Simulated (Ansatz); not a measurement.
## Phonons of ZnSe (Stilleite, F-43m) against volume

Aim: how do the optical modes of ZnSe (Stilleite, F-43m) move with volume?

Method: DFT LDA, scalar-relativistic, plane waves, PAW; PAW set soft_1, in Ansatz 0.2.0.

Most raw output is cut from this account.

### 1. The structure

Symmetry: F-43m, No. 216, cubic system. Conventional cell: a = 5.668 Å, b = 5.668 Å, c = 5.668 Å, α = 90.00°, β = 90.00°, γ = 90.00°. Nearest to Zn lie 4 Se at 2.45 Å. Nearest to Se lie 4 Zn at 2.45 Å. Farther neighbours and most contacts between anions are not listed.

### 2. Bringing the structure to rest

Harmonic phonons are second derivatives at a point where the forces vanish, and they are wanted at zero stress, so atoms and cell are relaxed first.

input.yaml reads:

```yaml
crystal:
  lattice:
    - [0.0, 2.8338, 2.8338]
    - [2.8338, 0.0, 2.8338]
    - [2.8338, 2.8338, 0.0]
  atoms:
    - { symbol: Zn, position: [0.0, 0.0, 0.0] }
    - { symbol: Se, position: [0.75, 0.75, 0.75] }
kpoints:
  mp_grid: { grid: [8, 8, 8] }
hamiltonian:
  xc: lda
  pseudopotentials: { kind: paw, azcp: { folder: soft_1 }, xc_functional: pbe }
scf:
  occupations: { method: gaussian, width: 0.02 }
output:
  forces: true
  stress: true
  eigenvalues: true
relax:
  adjacent_minimum: "off"
  f_tol: 0.005
  max_steps: 80
  cell: { stress_tol: 0.05 }
```

Command:

```bash
$ ansatz run input.yaml --threads 4 --pin off --max-ram 10240MiB --backend cpu --events-out ev --progress --plain --runs-dir out
```

Wall time 7 s (4 threads of Intel Xeon at 2.70GHz, shared host); peak memory 0.39 GiB; 23 s of CPU time.

The steps of the relaxation:

```tsv
step	energy less that of the first step (eV)	largest force component (eV/Å)	pressure (GPa)	volume (Å³)
1	0.0000	0.0000	-3.40	45.51
2	-0.0254	0.0000	-0.87	43.68
3	-0.0270	0.0000	0.09	43.08
4	-0.0270	0.0000	0.00	43.14
5*	-0.0264	0.0000	0.00	43.14
```

Relaxation steps marked * repeat the geometry before them on a plane-wave basis chosen anew for their cell, so energy and pressure can jump there.

The run keeps the 24 symmetry operations that it works with, so distortions that break them were not tested.

```tsv
conventional cell, symmetrised	before	after	change
a (Å)	5.668	5.567	-1.8 %
b (Å)	5.668	5.567	-1.8 %
c (Å)	5.668	5.567	-1.8 %
volume (Å³/atom)	22.76	21.57	-5.2 %
```

The relaxed structure:

```cif
data_structure
_symmetry_space_group_name_H-M 'P 1'
_symmetry_Int_Tables_number 1
_cell_length_a 3.9367
_cell_length_b 3.9367
_cell_length_c 3.9367
_cell_angle_alpha 60.000
_cell_angle_beta 60.000
_cell_angle_gamma 60.000
_cell_volume 43.14
loop_
_atom_site_label
_atom_site_type_symbol
_atom_site_fract_x
_atom_site_fract_y
_atom_site_fract_z
_atom_site_occupancy
Zn1 Zn 0.00000 0.00000 0.00000 1
Se2 Se 0.75000 0.75000 0.75000 1
```

This step gave:

```
pressure          : -0.001325 GPa
gap on the k-mesh : 1.246 eV
volume per atom   : 21.57 Å³
```

In this step the volume went from 22.76 to 21.57 Å³/atom.

### 3. Tight relaxation

A first tight relaxation and response on 8×8×8 k points, not shown, drew a warning on the mesh, so the tight relaxation is repeated on 12×12×12 points.

input.yaml, the sections that differ from step 2:

```yaml
crystal:
  lattice:
    - [0.0, 2.7836754274, 2.7836754274]
    - [2.7836754274, 0.0, 2.7836754274]
    - [2.7836754274, 2.7836754274, 0.0]
  atoms:
    - { symbol: Zn, position: [0.0, 0.0, 0.0] }
    - { symbol: Se, position: [0.75, 0.75, 0.75] }
kpoints:
  mp_grid: { grid: [12, 12, 12] }
scf:
  occupations: { method: fixed }
relax:
  adjacent_minimum: "off"
  f_tol: 0.001
  max_steps: 60
  cell: { stress_tol: 0.01 }
# hamiltonian, output: as in step 2
```

It took 4.6 s on 4 threads; peak memory 0.43 GiB; 16 s of CPU time.

Little changed from the start: no atom moved by 0.005 Å and no cell edge by 0.1 %.

This step gave:

* pressure: -0.002380 GPa
* gap on the k-mesh: 1.247 eV

The forces vanish by symmetry and the pressure is -0.002 GPa, within the tolerances set. The cell now holds 21.57 Å³/atom.

### 4. Modes at rest

The modes at rest are the reference of the series, and the response to a field gives the dielectric tensor and the Born charges.

input.yaml: that of step 3 with these lines changed.

```diff
@@ -16,9 +16,7 @@
 output:
-  forces: true
-  stress: true
   eigenvalues: true
-relax:
-  adjacent_minimum: "off"
-  f_tol: 0.001
-  max_steps: 60
-  cell: { stress_tol: 0.01 }
+phonons:
+  method: dfpt
+  dielectric: true
+  rigid_motions: translations
+  raman: true
```

Wall time 4.9 min (4 threads); peak memory 2.2 GiB; 17 min of CPU time.

Numbers from this step:

```
sum-rule residual before enforcement                    : 4.24e-5 eV/Å²
miss of the charge sum rule                             : 3.47e-4 e
estimated error of the dielectric tensor                : 0.02002
estimated error of the Born charges                     : 0.01685 e
point group                                             : -43m
highest optical mode at the zone centre (no LO-TO term) : 217.8 cm⁻¹
lowest optical zone-centre mode                         : 217.8 cm⁻¹
mean high-frequency dielectric constant                 : 7.507
largest Born charge (third of the trace)                : 1.969 e
mean static dielectric constant                         : 10.11
top of the zone-centre spectrum with the field          : 252.8 cm⁻¹
```

Without the LO-TO term. Patterns of degenerate modes are one choice out of their space. The modes at Γ (shares of kinetic energy by element, %):

```tsv
mode	frequency (cm⁻¹)	symmetry	Zn %	Se %
1	0.0	acoustic	45	55
2	0.0	acoustic	45	55
3	0.0	acoustic	45	55
4	217.8	T2	55	45
5	217.8	T2	55	45
6	217.8	T2	55	45
```

Displacements in mode 6 (217.8 cm⁻¹), the largest set to 1:
```
Zn1  0.00  0.00  1.00
Se2  0.00  0.00 -0.83
```

Optical modes at the zone centre, without and with the macroscopic field of the longitudinal modes; each column is sorted by frequency, so a row need not hold one and the same mode. Modes with and without the field, by row:

```tsv
rank among optical modes	no field (cm⁻¹)	q along (1, 0, 0) (cm⁻¹)
1	217.8	217.8
2	217.8	217.8
3	217.8	252.8
```

Born charge (rows field, columns displacement) (e), principal values of the symmetric part by kind of site:

```tsv
atom	atoms with these values	low	middle	high	mean
Zn1	1	1.97	1.97	1.97	1.97
Se2	1	-1.97	-1.97	-1.97	-1.97
```

In full for Se2:

```
-1.97  0.00  0.00
 0.00 -1.97  0.00
 0.00  0.00 -1.97
```

High-frequency dielectric tensor:

```
7.51 0.00 0.00
0.00 7.51 0.00
0.00 0.00 7.51
```

Static dielectric tensor (ions relaxed, fixed cell):

```
10.11  0.00  0.00
 0.00 10.11  0.00
 0.00  0.00 10.11
```

Transverse modes. Lines of the infrared spectrum (strongest = 100):

```tsv
position (cm⁻¹)	label	relative intensity
218	T2	100
```

Activity x (w_L - w)^4 (n + 1)/w, 532 nm, 300 K; the tensors are static ones, while 532 nm light lies above the computed direct gap, where resonance would change the heights; modes without the macroscopic field alone. Lines of the Raman spectrum (strongest = 100):

```tsv
position (cm⁻¹)	label	relative intensity
218	T2	100
```

Before it was imposed, the acoustic sum rule was missed by 4.2e-5 eV/Å² and the charge sum rule by 3.5e-4 e. Small misses are needed for a sound result but don't prove that mesh and cutoff are converged. The lowest optical mode is real, 218 cm⁻¹.

The log warns of the k mesh: “the force constants stand on the 12×12×12 k-mesh, whose period is 12.18 times the interband length at k = (0.0000, 0.0000, 0.0000), direct gap 1.247 eV, under 14: take them and everything formed from them as unconverged”. So the frequencies of this run count as unconverged too.

### 5. Ground state of a member: 1.06 times the volume at rest

The cell is set to 1.06 times the volume at rest; symmetry leaves nothing else free, so this is a single point.

input.yaml, the sections that differ from step 4:

```yaml
crystal:
  lattice:
    - [0.0, 2.8382711592, 2.8382711592]
    - [2.8382711592, 0.0, 2.8382711592]
    - [2.8382711592, 2.8382711592, 0.0]
  atoms:
    - { symbol: Zn, position: [0.0, 0.0, 0.0] }
    - { symbol: Se, position: [0.75, 0.75, 0.75] }
scf:
  occupations: { method: gaussian, width: 0.02 }
output:
  forces: true
  stress: true
  eigenvalues: true
# kpoints, hamiltonian: as in step 4
# phonons: removed
```

Run time: 2.1 s. Hardware: 4 threads; peak memory 0.42 GiB; 6.9 s of CPU time.

Numbers from this step:

| Quantity | Value |
| --- | --- |
| pressure | -3.659 GPa |
| gap on the k-mesh | 1.010 eV |
| volume per atom | 22.86 Å³ |

The forces vanish by symmetry, at a pressure of -3.66 GPa.

### 6. Zone-centre modes of the member: 1.06 times the volume at rest

The zone-centre modes follow for 1.06 times the volume at rest, with the response to a field.

input.yaml: that of step 5 with these lines changed.

```diff
@@ -14,6 +14,8 @@
 scf:
-  occupations: { method: gaussian, width: 0.02 }
+  occupations: { method: fixed }
 output:
-  forces: true
-  stress: true
   eigenvalues: true
+phonons:
+  method: dfpt
+  dielectric: true
+  rigid_motions: translations
```

Elapsed: 63 s, on 4 threads; peak memory 1.3 GiB; 3.6 min of CPU time.

Numbers from this step:

* sum-rule residual before enforcement: 5.51e-4 eV/Å²
* miss of the charge sum rule: 3.61e-4 e
* estimated error of the dielectric tensor: 0.02078
* estimated error of the Born charges: 0.01681 e
* highest optical mode at the zone centre (no LO-TO term): 196.8 cm⁻¹
* lowest optical zone-centre mode: 196.8 cm⁻¹
* mean high-frequency dielectric constant: 7.723
* largest Born charge (third of the trace): 2.061 e
* mean static dielectric constant: 11.02
* top of the zone-centre spectrum with the field: 235.1 cm⁻¹

Without the LO-TO term. Patterns of degenerate modes are one choice out of their space. Modes at Γ, with each element's share of the kinetic energy:

```tsv
mode	frequency (cm⁻¹)	symmetry	Zn %	Se %
1	0.0	acoustic	45	55
2	0.0	acoustic	45	55
3	0.0	acoustic	45	55
4	196.8	T2	55	45
5	196.8	T2	55	45
6	196.8	T2	55	45
```

Transverse modes. Infrared lines, with heights relative to the strongest:

```tsv
position (cm⁻¹)	label	relative intensity
197	T2	100
```

The optical mode without the LO-TO term lies at 196.8 cm⁻¹.

The log warns of the k mesh: “the force constants stand on the 12×12×12 k-mesh, whose period is 11.46 times the interband length at k = (0.0000, 0.0000, 0.0000), direct gap 1.010 eV, under 14: take them and everything formed from them as unconverged”. So the frequencies of this run count as unconverged too.

### 7. Ground state of a member: 0.9 times the volume at rest

The cell is set to 0.9 times the volume at rest; symmetry leaves nothing else free, so this is a single point.

input.yaml, the sections that differ from step 6:

```yaml
crystal:
  lattice:
    - [0.0, 2.6876090753, 2.6876090753]
    - [2.6876090753, 0.0, 2.6876090753]
    - [2.6876090753, 2.6876090753, 0.0]
  atoms:
    - { symbol: Zn, position: [0.0, 0.0, 0.0] }
    - { symbol: Se, position: [0.75, 0.75, 0.75] }
scf:
  occupations: { method: gaussian, width: 0.02 }
output:
  forces: true
  stress: true
  eigenvalues: true
# kpoints, hamiltonian: as in step 6
# phonons: removed
```

Wall time 2.2 s (4 threads); peak memory 0.4 GiB; 7 s of CPU time.

Numbers from this step:

* pressure: 9.597 GPa
* gap on the k-mesh: 1.701 eV
* volume per atom: 19.41 Å³

The forces vanish by symmetry, at a pressure of 9.60 GPa.

### 8. Zone-centre modes of the member: 0.9 times the volume at rest

The zone-centre modes follow for 0.9 times the volume at rest, with the response to a field.

input.yaml: that of step 7 with these lines changed.

```diff
@@ -14,6 +14,8 @@
 scf:
-  occupations: { method: gaussian, width: 0.02 }
+  occupations: { method: fixed }
 output:
-  forces: true
-  stress: true
   eigenvalues: true
+phonons:
+  method: dfpt
+  dielectric: true
+  rigid_motions: translations
```

It took 57 s on 4 threads; peak memory 1.1 GiB.

This step gave:

```yaml
sum_rule_residual_before_enforcement: 5.60e-4 eV/Å²
miss_of_the_charge_sum_rule: 2.79e-4 e
estimated_error_of_the_dielectric_tensor: 0.02016
estimated_error_of_the_born_charges: 0.01664 e
highest_optical_mode_at_the_zone_centre_no_lo_to_term: 258.8 cm⁻¹
lowest_optical_zone_centre_mode: 258.8 cm⁻¹
mean_high_frequency_dielectric_constant: 7.302
largest_born_charge_third_of_the_trace: 1.798 e
mean_static_dielectric_constant: 9.014
top_of_the_zone_centre_spectrum_with_the_field: 287.5 cm⁻¹
```

Without the LO-TO term. Patterns of degenerate modes are one choice out of their space. Modes at Γ, with each element's share of the kinetic energy:

```tsv
mode	frequency (cm⁻¹)	symmetry	Zn %	Se %
1	0.0	acoustic	45	55
2	0.0	acoustic	45	55
3	0.0	acoustic	45	55
4	258.8	T2	55	45
5	258.8	T2	55	45
6	258.8	T2	55	45
```

Transverse modes. Infrared lines, with heights relative to the strongest:

```tsv
position (cm⁻¹)	label	relative intensity
259	T2	100
```

The optical mode without the LO-TO term lies at 258.8 cm⁻¹.

The log warns of the k mesh: “the force constants stand on the 12×12×12 k-mesh, whose period is 13.42 times the interband length at k = (0.0000, 0.0000, 0.0000), direct gap 1.701 eV, under 14: take them and everything formed from them as unconverged”. So the frequencies of this run count as unconverged too.

### 9. All members side by side

The members are set side by side, also those not shown above.

Each row is one cell with its response, relaxed at fixed volume as far as symmetry leaves anything free; energies are extrapolated to zero smearing, and E0 is that at rest; shape and atoms are relaxed in each cell where symmetry leaves them free. State of the crystal along the series:

```tsv
volume ratio	V (Å³/atom)	pressure (GPa)	E - E0 (meV/atom)	gap on mesh (eV)	ε∞	ε0	largest Born charge in size, a third of the trace (e)	top mode with the field, highest of q along x, y and z (cm⁻¹)
0.9	19.41	9.597	58.59	1.701	7.302	9.014	1.798	287.5
0.92	19.84	7.224	36	1.604	7.329	9.197	1.834	279.9
0.94	20.28	5.104	19.46	1.51	7.362	9.397	1.869	272.7
0.96	20.71	3.209	8.318	1.419	7.403	9.616	1.903	265.8
0.98	21.14	1.514	1.999	1.331	7.452	9.854	1.936	259.1
0.99	21.36	0.7346	0.4875	1.289	7.479	9.981	1.953	255.9
1	21.57	-0.00238	0	1.247	7.507	10.11	1.969	252.8
1.02	22	-1.36	1.864	1.165	7.571	10.39	2	246.7
1.04	22.43	-2.574	7.191	1.086	7.642	10.7	2.031	240.8
1.06	22.86	-3.659	15.61	1.01	7.723	11.02	2.061	235.1
```

Without the LO-TO term; each mode is tracked from rest by its pattern, and modes that stay within 0.3 cm⁻¹ of each other stand once; shape and atoms are relaxed in each cell where symmetry leaves them free. Optical modes along the series:

```tsv
V (Å³/atom)	mode 4 T2 (cm⁻¹)
19.41	258.8
19.84	249.9
20.28	241.4
20.71	233.2
21.14	225.3
21.36	221.5
21.57	217.8
22	210.5
22.43	203.5
22.86	196.8
```

From cubic fits (parabolas where under five rows exist) of ln ω and P against ln V through the rows within about 4 % of rest: γ = −d ln ω / d ln V and dω/dP = γ ω / B. Slopes at rest:

```tsv
mode	fitted frequency at rest (cm⁻¹)	Grüneisen parameter γ	dω/dP (cm⁻¹/GPa)
mode 4 T2	217.8	1.7	5.16
longitudinal mode	252.8	1.23	4.35
```

### 10. What came out

- members: 10
- highest optical mode at the zone centre (no LO-TO term), at rest: 217.8 cm⁻¹
- bulk modulus at rest: 71.7 GPa
- mode 4 T2, γ: 1.70
- longitudinal mode, γ: 1.23

**Reading.** The series spans -3.7 to 9.6 GPa, and the slope at rest gives a bulk modulus of 72 GPa. The transverse optical mode has γ = 1.70 and moves by 5.2 cm⁻¹ for each GPa, the longitudinal one has γ = 1.23 and moves by 4.3. ε∞ is 7.51 at rest, with d ln ε∞ / d ln V = 0.40. One k mesh and one cutoff serve the ground states and modes of all volumes; the field response picks its own mesh. With the field response the log warns that the k mesh is coarse for the force constants too, so the frequencies are to be taken as unconverged. These are harmonic frequencies at zero temperature: anharmonic shifts, linewidths and thermal expansion are left out. The PAW files were made for PBE; the program adapts parts of them to the functional of the run, but their partial waves stay those of PBE, an approximation that was not tested in this session. Only the zone centre was solved, so an instability at another wavevector cannot show here.

[Logs are printed without paths, hosts, clocks, repeated set-up lines and the standing remarks that a program may print on its own settings, such as how far it seeks lower states.]

[Hosts, paths, dates, database ids (printed as entryN), source tags and the programs' standing remarks are cut or masked in the printed files.]
